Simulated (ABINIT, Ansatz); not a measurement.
# Lattice dynamics of Dysprosium (P6_3/mmc) in two programs

How does Dysprosium (P6_3/mmc) vibrate, and is this structure a minimum?

Main program and level: ABINIT 10.8.3; DFT PBE, scalar-relativistic, plane waves, PseudoDojo norm-conserving, 4f in core pseudopotentials.

### 1. Starting point

It takes space group P6_3/mmc (No. 194, hexagonal). Conventional cell: a = 3.590 Å, b = 3.590 Å, c = 5.647 Å, α = 90.00°, β = 90.00°, γ = 120.00°. Dy has 12 Dy at 3.50 to 3.59 Å nearest.

### 2. A probe with smearing

A first run with smearing and empty bands tells whether the crystal has a gap, which decides between fixed occupations and smearing later on.

probe.abi reads:

```
# ground state
tolvrs 1.0d-08
prtden 1
prtwf 1

# basis, mesh and filling
ecut 19.0
ngkpt 6 6 4
nshiftk 1
shiftk 0.0 0.0 0.0
istwfk *1
occopt 7
tsmear 0.005
nband 18
nstep 100
diemac 9.0
prtebands 0
prtgsr 0

# cell and atoms
acell 6.784683705 6.784683705 10.67222829
rprim 
    1.0 0.0 0.0
    -0.5 0.8660254038 0.0
    0.0 0.0 1.0
ntypat 1
znucl 66
natom 2
typat 1 1
xred 
    1/3 2/3 0.25
    2/3 1/3 0.75
pp_dirpath "./pseudo"
pseudos "Dy.upf"
```

Command:

```bash
OMP_NUM_THREADS=1 mpirun -n 16 abinit probe.abi > probe.log
```

Numbers of over 12 decimals in the logs are rounded to 6 here.

probe.abo, the main output file:

```text
[banners, grids, parts of the stress and lines that vanish by symmetry left out]
- input  file    -> probe.abi
- output file    -> probe.abo
- root for input  files -> probei
[...]
Symmetries : space group P6_3/m m c (#194); Bravais hP (primitive hexag.)
[...]
mpw =        1701          nfft =       40500          nkpt =          21
[...]
== DATASET  1 ==================================================================
[...]
-    --> not optimal distribution: autoparal keyword recommended in input file <--
[...]
cutoff_energies: {ecut:  19.0, pawecutdg:  -1.0, }
[...]
ETOT  1  -86.774536327497    -8.677E+01 4.422E-02 3.603E+00
 ETOT  2  -86.810285769680    -3.575E-02 2.993E-03 8.928E-02
 ETOT  3  -86.810319192898    -3.342E-05 4.558E-03 1.327E-03
 ETOT  4  -86.810319496122    -3.032E-07 1.084E-03 1.245E-05
 ETOT  5  -86.810319499109    -2.987E-09 6.678E-04 2.811E-07
 ETOT  6  -86.810319499176    -6.719E-11 1.588E-04 1.677E-09
 At SCF step    6       vres2   =  1.68E-09 < tolvrs=  1.00E-08 =>converged.
[...]
sigma(1 1)=  4.49030174E-05  sigma(3 2)=  0.00000000E+00
  sigma(2 2)=  4.49030171E-05  sigma(3 1)=  0.00000000E+00
  sigma(3 3)=  6.32226785E-05  sigma(2 1)=  0.00000000E+00
[...]
convergence: {deltae: -6.719E-11, res2:  1.677E-09, residm:  1.588E-04, diffor: null, }
etotal    :  -8.68103195E+01
[...]
sigma(1 1)=  4.49030174E-05  sigma(3 2)=  0.00000000E+00
  sigma(2 2)=  4.49030171E-05  sigma(3 1)=  0.00000000E+00
  sigma(3 3)=  6.32226785E-05  sigma(2 1)=  0.00000000E+00
[...]
- sigma(1 1)=  1.32109238E+00  sigma(3 2)=  0.00000000E+00
- sigma(2 2)=  1.32109237E+00  sigma(3 1)=  0.00000000E+00
- sigma(3 3)=  1.86007542E+00  sigma(2 1)=  0.00000000E+00
[...]
fcart     -3.9687114982E-29  2.2913366518E-29 -5.1671846471E-26
           strten      4.4903017369E-05  4.4903017120E-05  6.3222678536E-05
================================================================================

[key lines of the parts left out:]
pressure_GPa:  -1.5008E+00
```

Wall time 3.8 s (16 MPI ranks of Arm Neoverse V1, shared host); 58 s of CPU time.

This step gave:

* volume per atom: 31.52 Å³
* pressure: -1.501 GPa
* gap on the k-mesh: 0 eV

No gap opens on this mesh, so smearing is kept; the printed pressure holds the stress of the finite basis too.

### 3. Relaxation

The harmonic expansion needs vanishing forces, and a free crystal bears no stress, so cell and atoms are brought to rest. Stress is more sensitive to the basis than forces are: the last 3 Ha under the cutoff are smoothed with ecutsm, and the cutoff is raised above that of the later runs.

relax.abi reads:

```
# relaxation
ionmov 2
optcell 2
dilatmx 1.08
ntime 40
tolmxf 1.0d-05
tolvrs 1.0d-14
prtwf 0
prtden 0
chksymtnons 0

# basis, mesh and filling
ecut 25.0
ecutsm 3.0
ngkpt 12 12 8
nshiftk 1
shiftk 0.0 0.0 0.0
istwfk *1
occopt 7
tsmear 0.01
nband 18
nstep 100
diemac 1000000.0
prtebands 0
prtgsr 0

# cell and atoms
acell 6.784683705 6.784683705 10.67222829
rprim 
    1.0 0.0 0.0
    -0.5 0.8660254038 0.0
    0.0 0.0 1.0
ntypat 1
znucl 66
natom 2
typat 1 1
xred 
    1/3 2/3 0.25
    2/3 1/3 0.75
pp_dirpath "./pseudo"
pseudos "Dy.upf"
```

Command:

```bash
OMP_NUM_THREADS=1 mpirun -n 16 abinit relax.abi > relax.log
```

relax.abo, the main output file:

```text
[banners, grids, parts of the stress and lines that vanish by symmetry left out]
- input  file    -> relax.abi
- output file    -> relax.abo
- root for input  files -> relaxi
[...]
Symmetries : space group P6_3/m m c (#194); Bravais hP (primitive hexag.)
[...]
mpw =        3224          nfft =       69984          nkpt =          95
[...]
== DATASET  1 ==================================================================
[...]
cutoff_energies: {ecut:  25.0, pawecutdg:  -1.0, }
[...]
ETOT  1  -86.779643065105    -8.678E+01 4.394E-02 6.088E+00
 ETOT  2  -86.814695311342    -3.505E-02 7.639E-03 8.443E-02
 ETOT  3  -86.814714519892    -1.921E-05 1.597E-03 2.023E-03
 ETOT  4  -86.814714756075    -2.362E-07 1.166E-03 2.365E-05
 ETOT  5  -86.814714759226    -3.151E-09 5.597E-04 4.121E-07
[...]
At SCF step   10       vres2   =  1.10E-16 < tolvrs=  1.00E-14 =>converged.
[...]
sigma(1 1)= -8.86627665E-06  sigma(3 2)=  0.00000000E+00
  sigma(2 2)= -8.86627689E-06  sigma(3 1)=  0.00000000E+00
  sigma(3 3)= -1.52893902E-06  sigma(2 1)=  0.00000000E+00
[...]
convergence: {deltae: -1.705E-13, res2:  1.096E-16, residm:  4.857E-05, diffor: null, }
etotal    :  -8.68147148E+01
[...]
ETOT  1  -86.814715653199    -8.681E+01 5.384E-05 6.885E-03
[...]
At SCF step    8       vres2   =  4.93E-16 < tolvrs=  1.00E-14 =>converged.
[...]
sigma(1 1)= -7.95161947E-06  sigma(3 2)=  0.00000000E+00
  sigma(2 2)= -7.95161972E-06  sigma(3 1)=  0.00000000E+00
  sigma(3 3)= -9.74683192E-07  sigma(2 1)=  0.00000000E+00
[...]
convergence: {deltae: -1.464E-12, res2:  4.932E-16, residm:  1.619E-04, diffor: null, }
etotal    :  -8.68147167E+01
[...]
ETOT  1  -86.814652160314    -8.681E+01 1.584E-04 4.798E-01
[...]
At SCF step    9       vres2   =  2.15E-16 < tolvrs=  1.00E-14 =>converged.
[...]
sigma(1 1)= -3.14371820E-07  sigma(3 2)=  0.00000000E+00
  sigma(2 2)= -3.14372064E-07  sigma(3 1)=  0.00000000E+00
  sigma(3 3)=  3.38169275E-06  sigma(2 1)=  0.00000000E+00
[...]
convergence: {deltae: -1.293E-12, res2:  2.146E-16, residm:  1.155E-05, diffor: null, }
etotal    :  -8.68147245E+01
[...]
ETOT  1  -86.814724610631    -8.681E+01 5.362E-06 1.751E-04
[...]
At SCF step    7       vres2   =  9.16E-16 < tolvrs=  1.00E-14 =>converged.
[...]
sigma(1 1)= -1.97498035E-07  sigma(3 2)=  0.00000000E+00
  sigma(2 2)= -1.97498279E-07  sigma(3 1)=  0.00000000E+00
  sigma(3 3)=  3.20625996E-06  sigma(2 1)=  0.00000000E+00
[...]
convergence: {deltae:  3.553E-13, res2:  9.159E-16, residm:  4.878E-06, diffor: null, }
etotal    :  -8.68147247E+01
[...]
ETOT  1  -86.814719524585    -8.681E+01 1.206E-01 2.769E-02
[...]
At SCF step    8       vres2   =  2.69E-15 < tolvrs=  1.00E-14 =>converged.
[...]
sigma(1 1)=  2.11478430E-07  sigma(3 2)=  0.00000000E+00
  sigma(2 2)=  2.11478186E-07  sigma(3 1)=  0.00000000E+00
  sigma(3 3)=  2.55492223E-07  sigma(2 1)=  0.00000000E+00
[...]
convergence: {deltae:  1.563E-13, res2:  2.691E-15, residm:  3.529E-06, diffor: null, }
etotal    :  -8.68147256E+01
[...]
ETOT  1  -86.814725562906    -8.681E+01 7.822E-01 4.028E-04
[...]
ETOT  6  -86.814725623067    -1.847E-13 2.201E-06 1.446E-13
 ETOT  7  -86.814725623067     5.400E-13 1.584E-06 7.546E-16
 At SCF step    7       vres2   =  7.55E-16 < tolvrs=  1.00E-14 =>converged.
[...]
sigma(1 1)=  3.81884540E-08  sigma(3 2)=  0.00000000E+00
  sigma(2 2)=  3.81882095E-08  sigma(3 1)=  0.00000000E+00
  sigma(3 3)=  2.58675173E-08  sigma(2 1)=  0.00000000E+00
[...]
convergence: {deltae:  5.400E-13, res2:  7.546E-16, residm:  1.584E-06, diffor: null, }
etotal    :  -8.68147256E+01
[...]
At Broyd/MD step   6, gradients are converged :
[...]
sigma(1 1)=  3.81884540E-08  sigma(3 2)=  0.00000000E+00
  sigma(2 2)=  3.81882095E-08  sigma(3 1)=  0.00000000E+00
  sigma(3 3)=  2.58675173E-08  sigma(2 1)=  0.00000000E+00
[...]
- sigma(1 1)=  1.12354311E-03  sigma(3 2)=  0.00000000E+00
- sigma(2 2)=  1.12353591E-03  sigma(3 1)=  0.00000000E+00
- sigma(3 3)=  7.61048635E-04  sigma(2 1)=  0.00000000E+00
[...]
fcart     -9.8921705661E-29 -7.9957462747E-29 -2.2200373373E-31
           strten      3.8188453956E-08  3.8188209520E-08  2.5867517332E-08
================================================================================

[key lines of the parts left out:]
pressure_GPa:  -1.0027E-03
Total energy (etotal) [Ha]= -8.68147256230669E+01
```

Elapsed: 65 s, on 16 MPI ranks.

Relaxation path:

| step | energy less that of the first step (eV) | largest force (eV/Å) | volume (Å³) |
| --- | --- | --- | --- |
| 1 | 0.0000 | 0.0000 | 63.04 |
| 2 | -0.0001 | 0.0000 | 63.08 |
| 3 | -0.0003 | 0.0000 | 63.38 |
| 4 | -0.0003 | 0.0000 | 63.39 |
| 5 | -0.0003 | 0.0000 | 63.36 |
| 6 | -0.0003 | 0.0000 | 63.35 |

| conventional cell, symmetrised | before | after | change |
| --- | --- | --- | --- |
| a (Å) | 3.590 | 3.601 | +0.3 % |
| b (Å) | 3.590 | 3.601 | +0.3 % |
| c (Å) | 5.647 | 5.641 | -0.1 % |
| volume (Å³/atom) | 31.52 | 31.68 | +0.5 % |

Final coordinates:

```xyz
2
Lattice="3.6010 0.0000 0.0000 -1.8005 3.1186 0.0000 0.0000 0.0000 5.6411" Properties=species:S:1:pos:R:3 pbc="T T T"
Dy    0.0000    2.0791    1.4103
Dy    1.8005    1.0395    4.2308
```

Read from the output:

| Property | Result |
| --- | --- |
| volume per atom | 31.68 Å³ |
| pressure | -0.001003 GPa |

The volume changes by +0.5 % in this run and stands +0.5 % from the first cell.

### 4. Self-consistent run for the response

First-order wavefunctions inherit every error of the ground state, hence the very tight tolvrs. Smearing stays on, as the first look found no gap above 0.3 eV.

gs.abi reads:

```
# ground state
tolvrs 1.0d-16
prtden 1
prtwf 1

# basis, mesh and filling
ecut 19.0
ngkpt 12 12 8
nshiftk 1
shiftk 0.0 0.0 0.0
istwfk *1
occopt 7
tsmear 0.01
nband 18
nstep 100
diemac 1000000.0
prtebands 0
prtgsr 0

# cell and atoms
acell 6.804990889 6.804990889 10.66010321
rprim 
    1.0 0.0 0.0
    -0.5 0.8660254038 0.0
    0.0 0.0 1.0
ntypat 1
znucl 66
natom 2
typat 1 1
xred 
    1/3 2/3 0.25
    2/3 1/3 0.75
pp_dirpath "./pseudo"
pseudos "Dy.upf"
```

Command:

```bash
OMP_NUM_THREADS=1 mpirun -n 16 abinit gs.abi > gs.log
```

gs.abo, the main output file:

```text
[banners, grids, parts of the stress and lines that vanish by symmetry left out]
- input  file    -> gs.abi
- output file    -> gs.abo
- root for input  files -> gsi
[...]
Symmetries : space group P6_3/m m c (#194); Bravais hP (primitive hexag.)
[...]
mpw =        1719          nfft =       40500          nkpt =          95
[...]
== DATASET  1 ==================================================================
[...]
cutoff_energies: {ecut:  19.0, pawecutdg:  -1.0, }
[...]
ETOT  1  -86.779577291046    -8.678E+01 4.613E-02 3.879E+00
 ETOT  2  -86.811804753371    -3.223E-02 9.111E-03 6.602E-02
 ETOT  3  -86.811830976695    -2.622E-05 1.145E-03 5.918E-04
 ETOT  4  -86.811831074268    -9.757E-08 6.712E-04 1.358E-05
 ETOT  5  -86.811831077817    -3.548E-09 8.284E-04 2.422E-07
[...]
ETOT 10  -86.811831077878     3.553E-13 8.175E-05 2.599E-16
 ETOT 11  -86.811831077878    -1.990E-13 7.272E-05 8.684E-17
 At SCF step   11       vres2   =  8.68E-17 < tolvrs=  1.00E-16 =>converged.
[...]
sigma(1 1)=  5.79959894E-05  sigma(3 2)=  0.00000000E+00
  sigma(2 2)=  5.79959891E-05  sigma(3 1)=  0.00000000E+00
  sigma(3 3)=  5.76837256E-05  sigma(2 1)=  0.00000000E+00
[...]
convergence: {deltae: -1.990E-13, res2:  8.684E-17, residm:  7.272E-05, diffor: null, }
etotal    :  -8.68118311E+01
[...]
sigma(1 1)=  5.79959894E-05  sigma(3 2)=  0.00000000E+00
  sigma(2 2)=  5.79959891E-05  sigma(3 1)=  0.00000000E+00
  sigma(3 3)=  5.76837256E-05  sigma(2 1)=  0.00000000E+00
[...]
- sigma(1 1)=  1.70630092E+00  sigma(3 2)=  0.00000000E+00
- sigma(2 2)=  1.70630091E+00  sigma(3 1)=  0.00000000E+00
- sigma(3 3)=  1.69711380E+00  sigma(2 1)=  0.00000000E+00
[...]
fcart     -0.0000000000E+00 -0.0000000000E+00 -0.0000000000E+00
           strten      5.7995989384E-05  5.7995989138E-05  5.7683725623E-05
================================================================================

[key lines of the parts left out:]
pressure_GPa:  -1.7032E+00
```

Wall time 10 s (16 MPI ranks); 2.7 min of CPU time.

Read from the output:

```
pressure : -1.703 GPa
```

The cell stands at -1.7 GPa: the relaxation ran with a smoothed and higher cutoff, and the difference is a stress of the finite basis.

[end of part 1 of 4]

[Host names and launcher messages were left out of these logs when they were recorded.]

[Logs are printed without paths, hosts, clocks, repeated set-up lines and the standing remarks that a program may print on its own settings, such as how far it seeks lower states.]

[Hosts, paths, dates, database ids (printed as entryN), source tags and the programs' standing remarks are cut or masked in the printed files.]
